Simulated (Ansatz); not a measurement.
The compound is Tl2OsBr6 (started from the K2PtCl6 type) (Fm-3m).

The structure was built from a prototype and need not be the compound's stable phase.

It takes space group Fm-3m (No. 225, cubic). The conventional cell has a = 10.415 Å, b = 10.415 Å, c = 10.415 Å, α = 90.00°, β = 90.00°, γ = 90.00°. Nearest to Tl lie 12 Br at 3.68 Å. Nearest to Os lie 6 Br at 2.49 Å. Nearest to Br lie 1 Os at 2.49 Å. Farther neighbours and most contacts between anions are not listed.

```xyz
9
Lattice="5.2074 0.0000 5.2074 5.2074 5.2074 0.0000 0.0000 5.2074 5.2074" Properties=species:S:1:pos:R:3 pbc="T T T"
Tl    2.6037    2.6037    2.6037
Tl    7.8111    7.8111    7.8111
Os    0.0000    0.0000    0.0000
Br    2.4912    5.2074    5.2074
Br    7.9236    5.2074    5.2074
Br    5.2074    5.2074    2.4912
Br    5.2074    5.2074    7.9236
Br    5.2074    2.4912    5.2074
Br    5.2074    7.9236    5.2074
```

The structure was relaxed with PBE. The structure type comes from a generator and need not be one that this composition takes. The structure was generated from a model, not taken from a measurement. The runs that relaxed it are not among those shown. The program's search for lower electronic states was switched off, so nothing shows that the state found is the lowest. Spin-orbit coupling is left out unless a run names it. PAW set soft_2, made with PBE.

A constrained-RPA run (Ansatz 0.2.0; non-magnetic PBE; Os t2g, bands v2 to c1, 2×2×2 mesh, medium accuracy) builds 3 functions on bands 0.75 eV wide, with 4.0 electrons in the window. The bare on-site interaction is 9.3 eV and the bare J 0.29 eV.

What U and J survive the screening?

On the Os t2g shell, U = 2.15 eV (23 % of the bare value), U′ = 1.67 eV, J = 0.20 eV.

The parent state is non-magnetic and the interaction static (zero frequency); U depends on the window and the orbitals, so it belongs to this model alone. Spin-orbit coupling, which is strong for atoms this heavy, is left out. Coarse meshes can leave U off its limit, most where the target bands are metallic.

[Paths, hosts, dates, memory and timing lines, banners, echoed tables and standing remarks are left out of the program output.]

[Logs are printed without paths, hosts, clocks, repeated set-up lines and the standing remarks that a program may print on its own settings, such as how far it seeks lower states.]

[Runs of the session that timed out or met a known fault of the program may be left out.]

[Hosts, paths, dates, database ids (printed as entryN), source tags and the programs' standing remarks are cut or masked in the printed files.]
